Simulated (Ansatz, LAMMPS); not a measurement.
# Structural relaxation of amorphous Si at 2.15 g/cm^3 (80 atoms), part 2 of 2

How does amorphous Si at 2.15 g/cm^3 (80 atoms) relax, and what do bonds, charges and levels look like afterwards?

Ansatz 0.2.0; Kohn-Sham DFT, PBE, PAW (set soft_2), plane waves.

The cell: 80 Si. The quench rate of 10 K/ps far exceeds what a furnace or splat quench reaches. The starting topology of bonds comes from the classical model. Only the Γ point is sampled, in a cell whose shortest periodic width is 12 Å.

So far. Step 4 (Relaxation): The relaxation changed the energy by -34.2 meV/atom, and atoms moved by 0.31 Å r.m.s., 1.3 Å at most.

## (7) Functional HSE06

HSE06 mixes in a quarter of exact exchange at short range, which counters self-interaction, at a higher cost.

This step: Kohn-Sham DFT, HSE06, PAW (set soft_2), plane waves (Ansatz 0.2.0).

input.yaml reads:

```yaml
crystal:
  lattice:
    - [12.0113, 0.0, 0.0]
    - [0.0, 12.0113, 0.0]
    - [0.0, 0.0, 12.0113]
  atoms:
    [... the 80 atom lines of step 6 ...]
kpoints:
  mp_grid: { grid: [1, 1, 1] }
hamiltonian:
  xc: hse06
scf:
  occupations: { method: fermi_dirac, width: 0.025 }
output:
  forces: true
  stress: true
  populations: true
  dos:
    method: { smearing: { sigma: 0.08 } }
    de: 0.05
    projected: { site_lists: { Si: [Si] } }
  eigenvalues: true
```

On the command line:

```console
> ansatz run input.yaml --threads 4 --pin off --max-ram 8192MiB --backend cpu --events-out ev --progress --plain --runs-dir out
```

Elapsed: 8.8 min, on 4 threads of Intel Xeon at 2.50GHz (Skylake/Cascade Lake), shared host; peak memory 3.7 GiB.

The program notes that the gap was narrow in the semilocal warm-up, the exchange threshold is loose for the stress and the SCF threshold is loose for the stress.

Geometry and reference: those of the single point at the relaxed geometry.

Forces differ from those of the single point at the relaxed geometry by 45 meV/Å r.m.s.; the pressure by -1.5 GPa and the gap by +0.28 eV. It took 8.8 min and 25 cycles; the reference's time can't be set against it, since the two runs asked for unlike analyses.

Read from the output:

| Item | Value |
| --- | --- |
| free energy | -50886.9674 eV |
| free energy per atom | -636.0871 eV/atom |
| SCF cycles | 25 |
| pressure | -2.961 GPa |
| r.m.s. force component | 0.04518 eV/Å |
| longest force | 0.1981 eV/Å |
| Fermi energy | 5.602 eV |
| gap (highest filled to lowest empty level) | 0.5633 eV |
| spilling of the projection | 0.01086 |

Length of the force by element and coordination:

```csv
element,coordination,atoms,mean length of the force (eV/Å),spread,least,most
Si,all,80,0.0699,0.0352,0.0154,0.198
Si,3,3,0.138,0.0157,0.117,0.154
Si,4,76,0.0664,0.0324,0.0154,0.198
Si,5,1,0.129,0,0.129,0.129
```

The mean of these charges, 0.043 e, is only the charge that the projection spills.

Löwdin charges by element and coordination (they lack the spilled electrons, 0.043 e an atom on average):

```csv
element,coordination,atoms,mean charge (e),spread,least,most
Si,all,80,0.0435,0.0428,-0.165,0.187
Si,3,3,-0.0396,0.158,-0.165,0.183
Si,4,76,0.0472,0.0253,-0.0062,0.187
Si,5,1,0.0095,0,0.0095,0.0095
```

States in the cell by windows of 1 eV, zero at the Fermi level; the larger projections on atomic orbitals stand beside the total:

```csv
from (eV),to (eV),total,Si p,Si s
-10,-9,26.4,9.7,16.6
-9,-8,18.3,8.0,10.1
-8,-7,18.5,10.1,8.3
-7,-6,18.1,11.8,6.1
-6,-5,22.5,16.9,5.4
-5,-4,27.8,24.2,3.3
-4,-3,44.3,40.3,3.5
-3,-2,50.4,47.2,2.5
-2,-1,33.3,31.3,1.4
-1,0,4.1,3.4,0.6
0,1,7.8,5.6,1.6
1,2,33.7,21.2,8.2
2,3,46.2,28.6,9.6
3,4,51.0,31.3,8.1
```

Between -14 and -10 eV lie 56 more states.

The levels nearest the highest filled one (over half full), pooled over k-points and spins:

```csv
level less the highest filled one (eV),occupation
-0.998,2
-0.904,2
-0.839,2
-0.790,2
-0.34,2
0,2
0.563,0
0.824,0
1.07,0
1.24,0
1.40,0
1.47,0
```

## (8) Functional r2SCAN (500 eV)

The meta-GGA r2SCAN uses the kinetic energy density as well as the density and its gradient. Besides, the cutoff goes from 420 to 500 eV.

This step: Kohn-Sham DFT, r2SCAN, PAW (set soft_2), plane waves (Ansatz 0.2.0).

Edit input.yaml of step 7 so:

```diff
@@ -10,3 +10,3 @@
 hamiltonian:
-  xc: hse06
+  xc: r2scan
 scf:
```

It took 1.7 min on 4 threads; peak memory 3.9 GiB; 5.9 min of CPU time.

Geometry and reference: those of the single point at the relaxed geometry.

Forces differ from those of the single point at the relaxed geometry by 42 meV/Å r.m.s.; the pressure by -1.2 GPa and the gap by +0.034 eV. It took 1.7 min and 10 cycles; the reference's time can't be set against it, since the two runs asked for unlike analyses.

## (9) Functional PBEsol

PBEsol restores the gradient expansion of exchange for slowly varying densities and usually gives shorter bonds in solids than PBE.

This step: Kohn-Sham DFT, PBEsol, PAW (set soft_2), plane waves (Ansatz 0.2.0).

Edit input.yaml of step 8 so:

```diff
@@ -10,3 +10,3 @@
 hamiltonian:
-  xc: r2scan
+  xc: pbesol
 scf:
```

Run time: 35 s. Hardware: 4 threads; peak memory 1.6 GiB.

Geometry and reference: those of the single point at the relaxed geometry.

Forces differ from those of the single point at the relaxed geometry by 13 meV/Å r.m.s.; the pressure by -1.7 GPa.

## (10) Cost against change

Differences are against the single point at the relaxed geometry (Kohn-Sham DFT, PBE, PAW (set soft_2), plane waves), whose r.m.s. force component is 0.00232 eV/Å. Times are for 4 threads of Intel Xeon at 2.50GHz (Skylake/Cascade Lake), shared host. The reference's time includes grids, which some other runs skip.

```csv
run,"Δ force, r.m.s. (meV/Å)",Δ pressure (GPa),Δ gap (eV),cycles,time,host memory (GiB)
reference,-,-,-,10,54 s,1.6
functional HSE06,45.4,-1.54,0.276,25,8.8 min,3.7
functional r2SCAN (500 eV),42.3,-1.18,0.0342,10,1.7 min,3.9
functional PBEsol,13.3,-1.68,-0.0031,10,35 s,1.6
```

## (11) What came out

- energy change in the relaxation: -34.16 meV/atom
- r.m.s. displacement: 0.312 Å
- largest displacement: 1.334 Å
- free energy per atom: -635.6343 eV/atom
- pressure: -1.418 GPa
- r.m.s. force component: 0.00232 eV/Å
- gap (highest filled to lowest empty level): 0.2871 eV
- wall time of the 6 DFT runs: 25 min

In words: Relaxation lowers the energy by 34.2 meV/atom and moves atoms by 0.31 Å r.m.s.; the r.m.s. force component goes from 0.22 to 0.0023 eV/Å. By the final cutoffs 5 of 161 bonded pairs parted and 3 joined. From the first step to the last the energy fell by 2.733 eV, and the largest move was 1.33 Å (Si52). The Si-Si bonds go from 2.402 Å (spread 0.064) to 2.393 Å (spread 0.053), and their number from 161 to 159. Counting bonds as in the table, 95 % of Si atoms have 4 bonded neighbours. Between filled and empty levels lie 0.287 eV (at Γ alone); a semilocal functional tends to put such gaps too low. In a disordered cell it changes from sample to sample, and tail or defect levels can set it.

Among the changes of functional, dispersion, potentials or spin set against this reference, functional HSE06 moves the forces most, by 45 meV/Å r.m.s. The gap changes by +0.28 eV with HSE06.

Caveats: The starting topology of bonds comes from the classical model; in DFT 5 of its 161 bonded pairs passed out of the cutoffs and 3 came within them.

Against the measurements quoted at the start:

```csv
quantity,measured,this cell,difference,method of the measurement
number of Si about Si,3.9,3.98,+1.9 %,X-ray diffraction
```

The cell differs from the measured neighbour counts by up to 1.9 %. The network comes from the model that made the cell; in DFT 5 of its 161 bonded pairs passed out of the cutoffs and 3 came within them. Our coordination numbers hang on a cutoff, and experiments count neighbours in their own ways.

[Logs are printed without paths, hosts, clocks, repeated set-up lines and the standing remarks that a program may print on its own settings, such as how far it seeks lower states.]

[Hosts, paths, dates, database ids (printed as entryN), source tags and the programs' standing remarks are cut or masked in the printed files.]
